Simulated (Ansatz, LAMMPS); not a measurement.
# Glassy 57SiO2-27Al2O3-16BaO (mol %) (149 atoms): where an added charge goes: runs compared

Does an extra electron or hole in glassy 57SiO2-27Al2O3-16BaO (mol %) (149 atoms) stay spread out, or do the atoms trap it?

Computed with Ansatz 0.2.0: Kohn-Sham DFT, PBE, PAW (set soft_1), plane waves.

### Step 1. The cell as built

The cell holds 149 atoms: 25 Si, 24 Al, 7 Ba and 93 O. Its edges and angles: a = 12.287 Å, b = 12.287 Å, c = 12.287 Å, α = 90.0°, β = 90.0°, γ = 90.0°. 149 atoms (25 Si, 24 Al, 7 Ba, 93 O) placed at random at 3.4 g/cm³, melted at 4000 K for 10 ps at fixed volume with the Morse and Coulomb pair potential with partial charges (Pedone, Malavasi, Menziani, Cormack and Segre, J. Phys. Chem. B 110, 11780 (2006)). Quenched from 4000 K to 300 K at 25 K/ps and fixed volume, held 5 ps.

Limits known from the start: The quench rate of 25 K/ps far exceeds what a furnace or splat quench reaches, so expect more defects and frozen-in strain than in a real sample. The starting topology of bonds comes from the classical model, and needn't be the one that DFT or experiment would give. The Brillouin zone is sampled at Γ only, in a cell whose shortest periodic width is 12 Å. No spin–orbit coupling is included, so levels derived from the heavy atoms are approximate.

### Step 2. The reference run

The reference is a single point at the end of the relaxation.

The charged cells start from the geometry of this run, on a uniform background, with spin and a narrow Fermi–Dirac smearing.

Its input, with most atom lines left out:

```yaml
crystal:
  lattice:
    - [12.2866, 0.0, 0.0]
    - [0.0, 12.2866, 0.0]
    - [0.0, 0.0, 12.2866]
  atoms:
    - { symbol: Si, position: [0.20641, 0.87303, 0.60718] }
    - { symbol: Si, position: [0.65218, 0.77479, 0.15404] }
    - { symbol: Si, position: [0.42961, 0.95764, 0.67701] }
    - { symbol: Si, position: [0.9905, 0.77383, 0.74488] }
    - { symbol: Si, position: [0.25352, 0.46467, 0.0614] }
    - { symbol: Si, position: [0.03095, 0.18239, 0.38274] }
    - { symbol: Si, position: [0.12438, 0.37935, 0.85136] }
    [... atom lines 8 to 149 left out ...]
kpoints:
  mp_grid: { grid: [1, 1, 1] }
hamiltonian:
  xc: pbe
  pseudopotentials: { kind: paw, azcp: { folder: soft_1 } }
scf:
  occupations: { method: gaussian, width: 0.025 }
output:
  forces: true
  stress: true
  populations: true
  dos:
    method: { smearing: { sigma: 0.15 } }
    de: 0.1
    projected: { site_lists: { Al: [Al], Ba: [Ba], O: [O], Si: [Si] } }
  eigenvalues: true
  write_density: true
  write_potential: true
  volumetric_format: npy
```

```
free energy per atom   : -828.1965 eV/atom
r.m.s. force component : 0.00415 eV/Å
pressure               : 1.533 GPa
```

Filled and empty levels are parted by 3.97 eV (at Γ alone); a semilocal functional tends to put such gaps too low. In a disordered cell it changes from sample to sample, and tail or defect levels can set it.

### Step 3. The runs

Each row is one run, on 4 threads of Intel Xeon Platinum 8488C (Sapphire Rapids), shared host. The free energy is the program's total, comparable only between runs with the same functional, potentials and atoms; between charge states it hangs on the program's zero of potential.

```tsv
run	atoms	outcome	ionic steps, all passes	free energy (eV)	time	host memory (GiB)
Single point at the start	149	converged	-	-123389.433	26 s	3.0
Relaxation	149	converged	20	-123401.281	4.4 min	3.0
Single point at the relaxed geometry	149	converged	-	-123401.281	35 s	3.1
An extra electron, atoms held	149	converged	-	-123392.088	96 s	5.0
An extra electron, atoms relaxed	149	converged	3	-123392.093	2.3 min	5.0
An extra electron, levels at the relaxed geometry	149	converged	-	-123392.093	1.7 min	5.1
Neutral at the geometry of the electron	149	converged	-	-123401.277	34 s	3.1
An extra hole, atoms held	149	converged	-	-123406.308	1.9 min	5.1
An extra hole, atoms relaxed	149	converged	13	-123406.531	8.8 min	5.0
An extra hole, levels at the relaxed geometry	149	converged	-	-123406.531	97 s	5.1
Neutral at the geometry of the hole	149	converged	-	-123400.365	36 s	3.1
```

In some runs the program notes that starting moments were not kept.

The surroundings of O72, which holds the most spin of the extra hole after relaxation, nearest first, numbered as they follow in the input and with coordinates relative to it.

```tsv
atom	x	y	z	distance (Å)	Löwdin charge (e)	moment (μB)
O72	0.00	0.00	0.00	0.00	-0.66	0.33
Si2	-0.98	-1.08	0.79	1.66	1.63	0.00
Al27	1.17	-0.08	-1.82	2.17	1.28	0.00
O67	2.05	-0.96	-0.48	2.31	-0.72	0.23
O62	0.53	1.67	-1.94	2.61	-0.84	0.00
O60	-0.74	-2.55	0.09	2.66	-0.75	0.00
O136	-0.43	-1.19	2.35	2.68	-0.75	0.01
O140	-2.49	-0.52	0.90	2.70	-0.91	0.11
```

### Step 4. Energies and spread of the extra charge

Energies are differences within one cell and functional; the shift is the gain plus the neutral cell's energy at the new geometry, that is how much cheaper the vertical process becomes there. The spread is the participation number of the site moments (1/Σw², over the spin inside atomic spheres), with the atom that holds the largest share and the spin that the spheres hold in all.

```tsv
carrier	charged less neutral, atoms held (eV)	gain on relaxing (eV)	neutral cell at that geometry, less the reference (eV)	shift of the vertical energy (eV)	spread, atoms held	spread, relaxed
electron	9.193	0.006	0.004	0.010	-	-
hole	-5.027	0.224	0.916	1.139	19; O72 9 % of 0.78 μB	4; O72 41 % of 0.81 μB
```

### Step 5. What came out

The extra electron gains 0.0058 eV as the atoms relax: so small a gain shows no trapping at this level. The cell with the electron keeps a moment of only 0.00 μB where one unpaired electron should give 1 μB: the carrier is shared between both spins, which can hide trapping. The extra hole gains 0.22 eV as the atoms relax, and its spin goes from about 19 to 4 atoms: a partial localisation as the atoms move, with the largest share on O72. The O72–O67 distance goes from 2.58 to 2.31 Å. Adding the two vertical energies gives 4.17 eV, against a gap of 3.97 eV in the neutral cell. The zero of the potential cancels in this sum; the excess isn't taken apart here: charging of a small cell, filling of bands on a coarse mesh and the attraction to the background can all enter.

**Limits.** Single energies of charged cells hang on the program's zero of potential. In the spin-polarised runs the search for a state of lower energy was switched off. No distortion was seeded, so a trapped state behind a barrier can't be found. Local and semilocal functionals favour spread-out charges, so trapping can be missed. The pressure of 1.5 GPa shows the cell to be compressed for this functional. Charged cells carry a uniform background, with no correction for images.

The DFT runs together took 24 min of wall time.

[Logs are printed without paths, hosts, clocks, repeated set-up lines and the standing remarks that a program may print on its own settings, such as how far it seeks lower states.]

[Hosts, paths, dates, database ids (printed as entryN), source tags and the programs' standing remarks are cut or masked in the printed files.]
